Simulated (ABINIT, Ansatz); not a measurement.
# A GW run on Sr2H6Os (Fm-3m) in ABINIT, with inputs changed

What do changed inputs do to GW on Sr2H6Os (Fm-3m)?

Main program and level: ABINIT 10.8.3; PBEsol and many-body steps on it, plane waves.

## Step 1: The starting structure

Symmetry: Fm-3m, No. 225, cubic system. Conventional cell: a = 7.625 Å, b = 7.625 Å, c = 7.625 Å, α = 90.00°, β = 90.00°, γ = 90.00°. Nearest to Sr lie 12 H at 2.70 Å. H has 1 Os at 1.72 Å and 4 H at 2.44 Å and 4 Sr at 2.70 Å nearest. Nearest to Os lie 6 H at 1.72 Å. Farther neighbours are not listed.

Coordinates:

```cif
data_structure
_symmetry_space_group_name_H-M 'P 1'
_symmetry_Int_Tables_number 1
_cell_length_a 5.3914
_cell_length_b 5.3914
_cell_length_c 5.3914
_cell_angle_alpha 60.000
_cell_angle_beta 60.000
_cell_angle_gamma 60.000
_cell_volume 110.81
loop_
_atom_site_label
_atom_site_type_symbol
_atom_site_fract_x
_atom_site_fract_y
_atom_site_fract_z
_atom_site_occupancy
Sr1 Sr 0.75000 0.75000 0.75000 1
Sr2 Sr 0.25000 0.25000 0.25000 1
H3 H 0.77385 0.77385 0.22615 1
H4 H 0.22615 0.77385 0.22615 1
H5 H 0.77385 0.22615 0.22615 1
H6 H 0.22615 0.22615 0.77385 1
H7 H 0.77385 0.22615 0.77385 1
H8 H 0.22615 0.77385 0.77385 1
Os9 Os 0.00000 0.00000 0.00000 1
```

The cell and positions are those that the Materials Project relaxed with its own functionals (PBE, PBE+U or r2SCAN), kept fixed. Spin-orbit coupling is left out unless a step names it.

## Step 2: Screening, 2×2×2 mesh, 94 bands, screening to 114.3 eV

This step: ABINIT 10.8.3; RPA screening on PBEsol, plane waves, norm-conserving pseudopotentials.

The RPA dielectric matrix is built and inverted for each q.

run.abi

```
acell 3*1.0 Angstrom
rprim 
  -0.000000000000 3.812277830000 3.812277830000
  3.812277830000 -0.000000000000 3.812277830000
  3.812277830000 3.812277830000 0.000000000000
ntypat 3
znucl 38 1 76
natom 9
typat 1 1 2 2 2 2 2 2 3
xred 
  0.750000000000 0.750000000000 0.750000000000
  0.250000000000 0.250000000000 0.250000000000
  0.773847590000 0.773847590000 0.226152410000
  0.226152410000 0.773847590000 0.226152410000
  0.773847590000 0.226152410000 0.226152410000
  0.226152410000 0.226152410000 0.773847590000
  0.773847590000 0.226152410000 0.773847590000
  0.226152410000 0.773847590000 0.773847590000
  0.000000000000 0.000000000000 0.000000000000
pp_dirpath "pseudos"
pseudos "Sr.upf, H.upf, Os.upf"
ecut 33
ngkpt 2 2 2
nshiftk 1
shiftk 0 0 0
kptopt 1
chksymbreak 0
istwfk *1
occopt 1
irdwfk 1
optdriver 3
nband 94
ecuteps 4.2
inclvkb 2
awtr 1
symchi 1
indata_prefix "in"
outdata_prefix "out"
tmpdata_prefix "tmp"
```

The run is started by

```bash
$ OMP_NUM_THREADS=1 mpirun -n 4 abinit run.abi > log
```

What it wrote:

```text
.Version 10.8.3 of ABINIT. v10.8.2 released Aug 2026.

 Symmetries : space group Fm -3 m (#225); Bravais cF (face-center cubic)
[... echo of the input left out ...]
== DATASET  1 ==================================================================
-   mpi_nproc: 4, omp_nthreads: 1 (-1 if OMP is not activated)

--- !DatasetInfo
iteration_state: {dtset: 1, }
dimensions: {natom: 9, nkpt: 3, mband: 94, nsppol: 1, nspinor: 1, nspden: 1, mpw: 6855, }
cutoff_energies: {ecut:  33.0, pawecutdg:  -1.0, }
electrons: {nelect:   4.20000000E+01, charge:   0.00000000E+00, occopt:   1.00000000E+00, tsmear:   1.00000000E-02, }

 SCREENING: Calculation of the susceptibility and dielectric matrices

 Based on a program developped by R.W. Godby, V. Olevano, G. Onida, and L. Reining.
 Incorporated in ABINIT by V. Olevano, G.-M. Rignanese, and M. Torrent.
.Using double precision arithmetic ; gwpc =  8

[... cell and pseudopotentials left out ...]
--------------------------------------------------------------------------------

 ==== K-mesh for the wavefunctions ====
 Number of points in the irreducible wedge :     3
[... list of points left out ...]
 Together with 48 symmetry operations and time-reversal symmetry
 yields     8 points in the full Brillouin Zone.

 ==== Q-mesh for the screening function ====
 Number of points in the irreducible wedge :     3
[... list of points left out ...]
 Together with 48 symmetry operations and time-reversal symmetry
 yields     8 points in the full Brillouin Zone.

 setmesh: FFT mesh size selected  =    36x   36x   36
          total number of points  =        46656

 vcoul_init : cutoff-mode = AUXILIARY_FUNCTION
 q-points for optical limit:   1
     1)      0.000010    0.000020    0.000030

- screening: taking advantage of time-reversal symmetry
- Maximum band index for partially occupied states nbvw = 21
- Remaining bands to be divided among processors   nbcw = 73
- Number of bands treated by each node ~18

 Number of electrons calculated from density =   42.0000; Expected =   42.0000
 average of density, n =  0.056165
 r_s =    1.6199
 omega_plasma =   22.8607 [eV]

 calculating chi0 at frequencies [eV] :
  1    0.000000E+00    0.000000E+00
  2    0.000000E+00    2.286073E+01

--------------------------------------------------------------------------------
  q-point number  1        q = ( 0.000000, 0.000000, 0.000000) [r.l.u.]
--------------------------------------------------------------------------------
[... chi0 elements left out ...]
 For q-point:  0.000010 0.000020 0.000030
  dielectric constant =   4.3485
  dielectric constant without local fields =   5.3294

  Average fulfillment of the sum rule on Im[epsilon] for q-point    1 :     61.96  [%]
[... wings left out ...]
  q-point number  2        q = ( 0.500000, 0.000000, 0.000000) [r.l.u.]
--------------------------------------------------------------------------------
[... chi0 elements left out ...]
  Average fulfillment of the sum rule on Im[epsilon] for q-point    2 :     70.52  [%]

 [... 1 further q-points ...]
```

Elapsed: 12 s, on 4 MPI ranks of Arm Neoverse V2, shared host; peak memory 1.2 GiB.

Numbers from this step:

- ε∞ with local fields, on this mesh, along the program's q direction: 4.348
- the same without local fields: 5.329
- plasma frequency: 22.86 eV
- plane waves in the screening matrix: 331

Local fields lower ε∞ by 18 %. On a Γ-centred mesh this coarse the value itself is usually too large, while a short band sum pulls it down.

## Step 3: Base

The self-energy is evaluated for the states that the input lists, and the levels follow from it, in one-shot runs by the linearised quasiparticle equation.

This step: G0W0 on PBEsol, plane waves, norm-conserving pseudopotentials.

Edit run.abi of step 2 so:

```diff
@@ -30,8 +30,17 @@
 irdwfk 1
-optdriver 3
+optdriver 4
 nband 94
+gwcalctyp 0
+ecutsigx 33
+symsigma 1
+nkptgw 2
+kptgw 
+  0.0000000000 0.0000000000 0.0000000000
+  0.5000000000 0.5000000000 0.0000000000
+bdgw 
+  19 24
+  20 23
 ecuteps 4.2
-inclvkb 2
-awtr 1
-symchi 1
+irdscr 1
+ppmodel 1
 indata_prefix "in"
```

What it wrote:

```text
.Version 10.8.3 of ABINIT. v10.8.2 released Aug 2026.

 Symmetries : space group Fm -3 m (#225); Bravais cF (face-center cubic)
[... echo of the input left out ...]
== DATASET  1 ==================================================================
-   mpi_nproc: 4, omp_nthreads: 1 (-1 if OMP is not activated)

--- !DatasetInfo
iteration_state: {dtset: 1, }
dimensions: {natom: 9, nkpt: 3, mband: 94, nsppol: 1, nspinor: 1, nspden: 1, mpw: 6855, }
cutoff_energies: {ecut:  33.0, pawecutdg:  -1.0, }
electrons: {nelect:   4.20000000E+01, charge:   0.00000000E+00, occopt:   1.00000000E+00, tsmear:   1.00000000E-02, }

 SIGMA: Calculation of the GW corrections

 Based on a program developped by R.W. Godby, V. Olevano, G. Onida, and L. Reining.
 Incorporated in ABINIT by V. Olevano, G.-M. Rignanese, and M. Torrent.
.Using double precision arithmetic ; gwpc =  8

[... cell and pseudopotentials left out ...]
--------------------------------------------------------------------------------

 ==== K-mesh for the wavefunctions ====
 Number of points in the irreducible wedge :     3
[... list of points left out ...]
 Together with 48 symmetry operations and time-reversal symmetry
 yields     8 points in the full Brillouin Zone.

 ==== Q-mesh for screening function ====
 Number of points in the irreducible wedge :     3
[... list of points left out ...]
 Together with 48 symmetry operations and time-reversal symmetry
 yields     8 points in the full Brillouin Zone.

 vcoul_init : cutoff-mode = AUXILIARY_FUNCTION
 q-points for optical limit:   1
     1)      0.000010    0.000020    0.000030
 setmesh: FFT mesh size selected  =    54x   54x   54
          total number of points  =       157464

 Number of electrons calculated from density =   42.0000; Expected =   42.0000
 average of density, n =  0.056165
 r_s =    1.6199
 omega_plasma =   22.8607 [eV]

 === KS Band Gaps ===
  >>>> For spin  1
   Minimum direct gap =   2.3825 [eV], located at k-point      :   0.5000  0.5000  0.0000
   Fundamental gap    =   2.3194 [eV], Top of valence bands at :   0.0000  0.0000  0.0000
                                       Bottom of conduction at :   0.5000  0.5000  0.0000
 SIGMA fundamental parameters:
 PLASMON POLE MODEL  1
 number of plane-waves for SigmaX                 6855
 number of plane-waves for SigmaC and W            331
 number of plane-waves for wavefunctions          6855
 number of bands                                    94
 number of independent spin polarizations            1
 number of spinorial components                      1
 number of k-points in IBZ                           3
 number of q-points in IBZ                           3
 number of symmetry operations                      48
 number of k-points in BZ                            8
 number of q-points in BZ                            8
 number of frequencies for dSigma/dE                 9
 frequency step for dSigma/dE [eV]                0.25
 number of omega for Sigma on real axis              0
 max omega for Sigma on real axis  [eV]           0.00
 zcut for avoiding poles [eV]                     0.10

 EPSILON^-1 parameters (SCR file):
 dimension of the eps^-1 matrix on file            331
 dimension of the eps^-1 matrix used               331
 number of plane-waves for wavefunctions          6855
 number of bands                                    94
 number of q-points in IBZ                           3
 number of frequencies                               2
 number of real frequencies                          1
 number of imag frequencies                          1

 matrix elements of self-energy operator (all in [eV])

 Perturbative Calculation

--- !SelfEnergy_ee
iteration_state: {dtset: 1, }
kpoint     : [   0.000,    0.000,    0.000, ]
spin       : 1
KS_gap     :    3.883
QP_gap     :    4.637
Delta_QP_KS:    0.754
data: !SigmaeeData |
     Band     E0 <VxcDFT>   SigX SigC(E0)      Z dSigC/dE  Sig(E)    E-E0       E
       19   5.036 -16.892 -19.628   3.157   0.797  -0.255 -16.556   0.336   5.372
       20   5.036 -16.892 -19.628   3.157   0.797  -0.255 -16.556   0.336   5.372
       21   5.036 -16.892 -19.628   3.157   0.797  -0.255 -16.556   0.336   5.372
       22   8.920  -8.754  -4.160  -3.305   0.845  -0.183  -7.665   1.090  10.009
       23   9.060 -12.841  -7.177  -3.506   0.828  -0.207 -11.053   1.787  10.848
       24   9.060 -12.841  -7.177  -3.506   0.828  -0.207 -11.053   1.787  10.848

--- !SelfEnergy_ee
iteration_state: {dtset: 1, }
kpoint     : [   0.500,    0.500,    0.000, ]
spin       : 1
KS_gap     :    2.382
QP_gap     :    3.501
Delta_QP_KS:    1.119
data: !SigmaeeData |
     Band     E0 <VxcDFT>   SigX SigC(E0)      Z dSigC/dE  Sig(E)    E-E0       E
       20   4.973 -16.775 -19.449   3.128   0.796  -0.256 -16.414   0.362   5.335
       21   4.973 -16.775 -19.449   3.128   0.796  -0.256 -16.414   0.362   5.335
       22   7.355 -12.473  -7.761  -2.936   0.834  -0.199 -10.992   1.481   8.836
       23   8.369  -9.944  -4.811  -3.451   0.842  -0.188  -8.528   1.416   9.784

== END DATASET(S) ==============================================================
================================================================================

 -outvars: echo values of variables after computation  --------
           etotal      0.0000000000E+00
            nband          94
             nkpt           3
          spgroup         225
 [... the other variables as echoed above ...]

 Calculation completed.
```

The job ended after 7.1 s (4 MPI ranks; peak memory 1 GiB).

Numbers from this step:

```yaml
g0w0_gap_on_the_points_computed: 3.464 eV
starting_gap_on_the_mesh: 2.319 eV
k_of_the_valence_top: 0, 0, 0
k_of_the_conduction_bottom: 0.5, 0.5, 0
z_at_the_valence_top: 0.797
z_at_the_conduction_bottom: 0.834
least_direct_g0w0_gap_on_the_computed_points: 3.501 eV
```

The gap on the mesh goes from 2.32 eV to 3.46 eV, a correction of +1.14 eV.

## Step 4: Smaller part of the screening matrix

Edit run.abi of step 3 so:

```diff
@@ -42,3 +42,3 @@
   20 23
-ecuteps 4.2
+ecuteps 2.1
 irdscr 1
```

What it wrote:

```text
.Version 10.8.3 of ABINIT. v10.8.2 released Aug 2026.

 Symmetries : space group Fm -3 m (#225); Bravais cF (face-center cubic)
[... echo of the input left out ...]
== DATASET  1 ==================================================================
-   mpi_nproc: 4, omp_nthreads: 1 (-1 if OMP is not activated)

--- !DatasetInfo
iteration_state: {dtset: 1, }
dimensions: {natom: 9, nkpt: 3, mband: 94, nsppol: 1, nspinor: 1, nspden: 1, mpw: 6855, }
cutoff_energies: {ecut:  33.0, pawecutdg:  -1.0, }
electrons: {nelect:   4.20000000E+01, charge:   0.00000000E+00, occopt:   1.00000000E+00, tsmear:   1.00000000E-02, }

 SIGMA: Calculation of the GW corrections

 Based on a program developped by R.W. Godby, V. Olevano, G. Onida, and L. Reining.
 Incorporated in ABINIT by V. Olevano, G.-M. Rignanese, and M. Torrent.
.Using double precision arithmetic ; gwpc =  8

[... cell and pseudopotentials left out ...]
--------------------------------------------------------------------------------

 ==== K-mesh for the wavefunctions ====
 Number of points in the irreducible wedge :     3
[... list of points left out ...]
 Together with 48 symmetry operations and time-reversal symmetry
 yields     8 points in the full Brillouin Zone.

 ==== Q-mesh for screening function ====
 Number of points in the irreducible wedge :     3
[... list of points left out ...]
 Together with 48 symmetry operations and time-reversal symmetry
 yields     8 points in the full Brillouin Zone.

 vcoul_init : cutoff-mode = AUXILIARY_FUNCTION
 q-points for optical limit:   1
     1)      0.000010    0.000020    0.000030
 setmesh: FFT mesh size selected  =    54x   54x   54
          total number of points  =       157464

 Number of electrons calculated from density =   42.0000; Expected =   42.0000
[...]
number of omega for Sigma on real axis              0
 max omega for Sigma on real axis  [eV]           0.00
 zcut for avoiding poles [eV]                     0.10

 EPSILON^-1 parameters (SCR file):
 dimension of the eps^-1 matrix on file            331
 dimension of the eps^-1 matrix used               113
 number of plane-waves for wavefunctions          6855
 number of bands                                    94
 number of q-points in IBZ                           3
 number of frequencies                               2
 number of real frequencies                          1
 number of imag frequencies                          1

 matrix elements of self-energy operator (all in [eV])

 Perturbative Calculation

--- !SelfEnergy_ee
iteration_state: {dtset: 1, }
kpoint     : [   0.000,    0.000,    0.000, ]
spin       : 1
KS_gap     :    3.883
QP_gap     :    4.630
Delta_QP_KS:    0.747
data: !SigmaeeData |
     Band     E0 <VxcDFT>   SigX SigC(E0)      Z dSigC/dE  Sig(E)    E-E0       E
       19   5.036 -16.892 -19.628   3.119   0.801  -0.249 -16.585   0.307   5.343
       20   5.036 -16.892 -19.628   3.119   0.801  -0.249 -16.585   0.307   5.343
       21   5.036 -16.892 -19.628   3.119   0.801  -0.249 -16.585   0.307   5.343
[...]
--- !SelfEnergy_ee
iteration_state: {dtset: 1, }
kpoint     : [   0.500,    0.500,    0.000, ]
spin       : 1
KS_gap     :    2.382
QP_gap     :    3.464
Delta_QP_KS:    1.082
data: !SigmaeeData |
     Band     E0 <VxcDFT>   SigX SigC(E0)      Z dSigC/dE  Sig(E)    E-E0       E
[...]
22   7.355 -12.473  -7.761  -3.023   0.836  -0.196 -11.061   1.412   8.768
       23   8.369  -9.944  -4.811  -3.508   0.842  -0.187  -8.576   1.368   9.737

== END DATASET(S) ==============================================================
================================================================================

 -outvars: echo values of variables after computation  --------
           etotal      0.0000000000E+00
            nband          94
             nkpt           3
          spgroup         225
 [... the other variables as echoed above ...]

 Calculation completed.
```

Run time: 4.1 s. Hardware: 4 MPI ranks; peak memory 0.95 GiB.

This step gave:

| Property | Result |
| --- | --- |
| G0W0 gap on the points computed | 3.425 eV |
| starting gap on the mesh | 2.319 eV |
| k of the valence top | 0, 0, 0 |
| k of the conduction bottom | 0.5, 0.5, 0 |
| Z at the valence top | 0.801 |
| Z at the conduction bottom | 0.836 |
| least direct G0W0 gap on the computed points | 3.465 eV |

(Continued in part 2 of 2.)

[Paths, hosts, dates, memory and timing lines, banners, echoed tables and standing remarks are left out of the program output.]

[Logs are printed without paths, hosts, clocks, repeated set-up lines and the standing remarks that a program may print on its own settings, such as how far it seeks lower states.]

[Runs of the session that timed out or met a known fault of the program may be left out.]

[Hosts, paths, dates, database ids (printed as entryN), source tags and the programs' standing remarks are cut or masked in the printed files.]

[G0W0 gaps are taken among the corrected bands and points alone; a level outside them can change the order at an edge.]

[Where Ansatz stands beside ABINIT at settings called matched, ABINIT's density can come from a denser mesh and the files from another edition; pairs whose starting gaps differed by over 0.03 eV were left out, so agreement reads better than it is.]
